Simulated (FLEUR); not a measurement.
# MnSe: exchange couplings by hand from total energies

Aim: get Heisenberg couplings of MnSe from the energies of collinear orders, with pencil and paper, and test them on an order left out of the fit.

Calculated with FLEUR MaX-R8.1; LDA (VWN) with U = 4 eV on Mn d; all-electron FLAPW, Dirac cores, scalar-relativistic bands.

The database entry behind the starting cell differs from later determinations by our own check (about 0.4 % short), so it need not match the best structure at ambient conditions.

## Step 1: Starting point

The structure is cubic, space group Fm-3m (No. 225). The conventional cell has a = 5.440 Å, b = 5.440 Å, c = 5.440 Å, α = 90.00°, β = 90.00°, γ = 90.00°. Nearest to Mn lie 6 Se at 2.72 Å. Se has 6 Mn at 2.72 Å nearest. Farther neighbours and most contacts between anions are not listed.

## Step 2: The parallel order

All energies count from this run. A Hubbard U acts on the open shell, since semilocal functionals spread its electrons too much.

inpgen writes inp.xml from crystal.txt; cutoffs, mixing, functional, smearing and local orbitals are then set in the file. The k list default-1 (kpts.xml, not shown) is a Γ-centred 8×8×8 mesh; where the ranks do not divide the number of points, some are split in two of half the weight.

inp.xml reads:

```
<?xml version="1.0" encoding="UTF-8" standalone="no"?>
<fleurInput fleurInputVersion="0.39">
   <comment>
      MnSe
   </comment>
   <calculationSetup>
      <cutoffs Kmax="3.6" Gmax="10.8" GmaxXC="10.8" numbands="0"/>
      <scfLoop itmax="130" minDistance="0.0001" maxIterBroyd="15" imix="Anderson" alpha="0.05" precondParam="0.0" spinf="2.0" sdNocoIR="T"/>
      <coreElectrons ctail="T" frcor="F" kcrel="0" coretail_lmax="0"/>
      <xcFunctional name="vwn" relativisticCorrections="F"/>
      <magnetism jspins="2"/>
      <soc l_soc="F" theta="0.0" phi="0.0" spav="F"/>
      <expertModes spex="0" secvar="F"/>
      <geometryOptimization l_f="F" forcealpha="1.0" forcemix="BFGS" epsdisp="0.00001" epsforce="0.00001"/>
      <ldaU l_linMix="F" mixParam="0.05" spinf="1.0"/>
   </calculationSetup>
   <cell>
      <bzIntegration valenceElectrons="31.0" mode="hist" fermiSmearingEnergy="0.00293995">
         <kPointListSelection listName="default-1"/>
         <xi:include xmlns:xi="http://www.w3.org/2001/XInclude" href="kpts.xml"> </xi:include>
      </bzIntegration>
      <xi:include xmlns:xi="http://www.w3.org/2001/XInclude" href="sym.xml"> </xi:include>
      <bulkLattice scale="1.0">
         <bravaisMatrix>
            <row-1>    0.0000000000000000     5.1400550589120000     5.1400550589120000</row-1>
            <row-2>    5.1400550589120000     0.0000000000000000     5.1400550589120000</row-2>
            <row-3>    5.1400550589120000     5.1400550589120000     0.0000000000000000</row-3>
         </bravaisMatrix>
      </bulkLattice>
   </cell>
   <atomSpecies>
      <species name="Manganese 4.500" element="Mn" atomicNumber="25">
         <mtSphere radius="2.51" gridPoints="829" logIncrement="0.015"/>
         <atomicCutoffs lmax="10" lnonsphr="8"/>
         <electronConfig flipSpins="F">
            <coreConfig>(1s1/2) (2s1/2) (2p1/2) (2p3/2)</coreConfig>
            <valenceConfig>(3s1/2) (3p1/2) (3p3/2) (4s1/2) (3d3/2) (3d5/2)</valenceConfig>
            <stateOccupation state="(3d3/2)" spinUp="1.75" spinDown="0.25"/>
            <stateOccupation state="(3d5/2)" spinUp="3.0" spinDown="0.0"/>
         </electronConfig>
         <energyParameters s="4" p="4" d="3" f="4"/>
         <ldaU l="2" U="4.0" J="0.0" l_amf="F"/>
         <lo type="SCLO" l="0" n="3" eDeriv="0"/>
         <lo type="SCLO" l="1" n="3" eDeriv="0"/>
      </species>
      <species name="Selenium (Se)" element="Se" atomicNumber="34">
         <mtSphere radius="2.51" gridPoints="829" logIncrement="0.015"/>
         <atomicCutoffs lmax="10" lnonsphr="8"/>
         <electronConfig flipSpins="F">
            <coreConfig>(1s1/2) (2s1/2) (2p1/2) (2p3/2) (3s1/2) (3p1/2) (3p3/2)</coreConfig>
            <valenceConfig>(4s1/2) (3d3/2) (3d5/2) (4p1/2) (4p3/2)</valenceConfig>
            <stateOccupation state="(4p1/2)" spinUp="0.666667" spinDown="0.666667"/>
            <stateOccupation state="(4p3/2)" spinUp="1.333333" spinDown="1.333333"/>
         </electronConfig>
         <energyParameters s="4" p="4" d="3" f="4"/>
      </species>
   </atomSpecies>
   <atomGroups>
      <atomGroup species="Manganese 4.500">
         <relPos label="                   1">.0000000000 .0000000000 .0000000000</relPos>
         <force calculate="T" relaxXYZ="TTT"/>
      </atomGroup>
      <atomGroup species="Selenium (Se)">
         <relPos label="                   2">1.000/2.000 1.000/2.000 1.000/2.000</relPos>
         <force calculate="T" relaxXYZ="TTT"/>
      </atomGroup>
   </atomGroups>
   <output dos="F" band="F" slice="F">
      <bandDOS minEnergy="-.5*Htr" maxEnergy="0.5*Htr" sigma="0.015" storeEVData="T"/>
      <plotting iplot="0" polar="F">
         <plot TwoD="T" vec1="  1.0  0.0  0.0" vec2="  0.0  1.0  0.0" vec3="  0.0  0.0  1.0" zero="  0.0  0.0  0.0" file="plot"/>
      </plotting>
      <moessbauerParams electricFieldGradient="F" isomerShift="F" coreHyperfine="F" valenceHyperfine="F"/>
   </output>
</fleurInput>
```

crystal.txt reads:

```
MnSe
&input film=F cartesian=F /
0.00000000000  2.72000000000  2.72000000000
2.72000000000  0.00000000000  2.72000000000
2.72000000000  2.72000000000  0.00000000000
1.8897261246
1.0 1.0 1.0

2
25 0.00000000000  0.00000000000  0.00000000000 : 4.500
34 0.50000000000  0.50000000000  0.50000000000

&kpt div1=8 div2=8 div3=8 gamma=T /
```

Command:

```console
> OMP_NUM_THREADS=1 inpgen -f crystal.txt > inpgen.log  # inp.xml is then edited as shown
> OMP_NUM_THREADS=1 mpirun -n 4 fleur_MPI > fleur.log
```

The log of the run:

```text
Welcome to FLEUR        (www.flapw.de)
      MaX-Release 8.1          (www.max-centre.eu)

 ========== k-point set info ==========
 Selected k-point list: default-1
 k-point list type: mesh
 0 x 0 x 0
 Number of k points: 32

 [... set-up left out ...]
 no density matrix found ... skipping LDA+U
 Reset of history
 Iteration:     1   Distance:       4.90410701 me/bohr^3
 Iteration:     2   Distance:       6.40875079 me/bohr^3
 Iteration:     3   Distance:       6.04614733 me/bohr^3
 Iteration:     4   Distance:       2.27922351 me/bohr^3
[...]
[... left out ...]
            <freeEnergy value="-3583.5986422466"/>
            <extrapolationTo0K value="-3583.5986417071"/>
         </totalEnergy>
         [... left out ...]
         <ldaUDensityMatrixConvergence>
            <distance spin="1" distance="0.000000"/>
            <distance spin="2" distance="0.000001"/>
         </ldaUDensityMatrixConvergence>
         <densityConvergence units="me/bohr^3">
            <chargeDensity spin="1" distance="0.0000113310"/>
            <chargeDensity spin="2" distance="0.0000152620"/>
            <overallChargeDensity distance="0.0000173185"/>
            <spinDensity distance="0.0000205599"/>
         </densityConvergence>
      </iteration>
```

Elapsed: 7.5 s, on 4 MPI ranks of Intel Xeon 6975P-C (Granite Rapids), shared host; peak memory 0.25 GiB; 29 s of CPU time.

Spin moment in the muffin-tin sphere by atom:

```
atom  spin moment in the muffin-tin sphere (μB)
 Mn1                                       4.67
 Se2                                       0.11
```

Read from the output:

* free energy: -97514.6868 eV
* program's band gap on this mesh (in a metal only a level spacing): 1.076 eV
* magnetization: 5 μB
* final state: ferromagnetic

After 15 cycles the largest moment stands at 4.67 μB.

## Step 3: The orders used for the fit

The other orders were run with the same settings, on meshes that hold the same points. Free energies are divided by the number of Mn atoms; q is in fractions of the reciprocal vectors of the first run's cell.

```
              order  atoms   mesh  free energy (eV)    eV per Mn  largest moment (μB)
                F +      2  8×8×8       -97514.6868  -97514.6868                 4.67
AF q=(0,1/2,1/2) +-      4  8×4×8      -195029.3855  -97514.6927                 4.64
```

## Step 4: Counting neighbours

With E = −Σ J e_i·e_j over ordered pairs of unit vectors, turning a neighbour from parallel to opposed costs 2J a Mn atom. So an order lies 2 Σ n J over the parallel one, n being the opposed neighbours in each shell.

| shell | distance (Å) | neighbours | opposed in AF q=(0,1/2,1/2) +- | opposed in AF q=(0,0,1/2) +- |
| --- | --- | --- | --- | --- |
| J1 | 3.85 | 12 | 8 | 6 |
| J2 | 5.44 | 6 | 0 | 6 |

Only J1 is kept.

## Step 5: Solving

```
2 × 8 × J1 = -5.9 meV    (AF q=(0,1/2,1/2) +-)
J1 = -0.37 meV
```

## Step 6: The test

The couplings now give the orders that were left out:

```
2 × 6 × (-0.37) = -4.4 meV    (AF q=(0,0,1/2) +-)
```

The runs themselves:

| order | atoms | mesh | free energy (eV) | eV per Mn | largest moment (μB) | over the parallel order (meV) | foretold (meV) |
| --- | --- | --- | --- | --- | --- | --- | --- |
| AF q=(0,0,1/2) +- | 4 | 8×8×4 | -195029.4389 | -97514.7195 | 4.59 | -32.7 | -4.4 |

## Step 7: One more shell

One try is to add the next shell, though changing moments can also cause the miss. Both differences then fix both couplings, and no order is left for a test.

```
2 × 8 × J1 = -5.9 meV    (AF q=(0,1/2,1/2) +-)
2 × 6 × J1 + 2 × 6 × J2 = -32.7 meV    (AF q=(0,0,1/2) +-)
J1 = -0.37 meV
J2 = -2.36 meV
```

## Step 8: Summary of results

* effective coupling of the reversed pairs, counted on J1 (Mn–Mn at 3.85 Å): -0.37 meV
* largest miss on the orders left out: 28 meV
* J1 with two shells: -0.37 meV
* J2 with two shells: -2.36 meV

**Reading.** The model misses the order left out by 28 meV, 86 % of the largest distance from the parallel order, so it fails: these couplings alone don't describe the crystal. With the next shell added the couplings are J1 = -0.37 and J2 = -2.36 meV, untested. The largest moments of the orders differ by 1.8 % of the greatest. One difference fixes one number: it sums all reversed shells and need not be the coupling of the nearest one, even in sign.

[Logs and program files are shortened in this print: banners, set-up blocks, solver, clock and traceback lines can be left out without a mark of their own.]

[Logs are printed without paths, hosts, clocks, repeated set-up lines and the standing remarks that a program may print on its own settings, such as how far it seeks lower states.]

[Hosts, paths, dates, database ids (printed as entryN), source tags and the programs' standing remarks are cut or masked in the printed files.]

[Where a cell is said to come from a database of computed structures, the database is the Materials Project.]
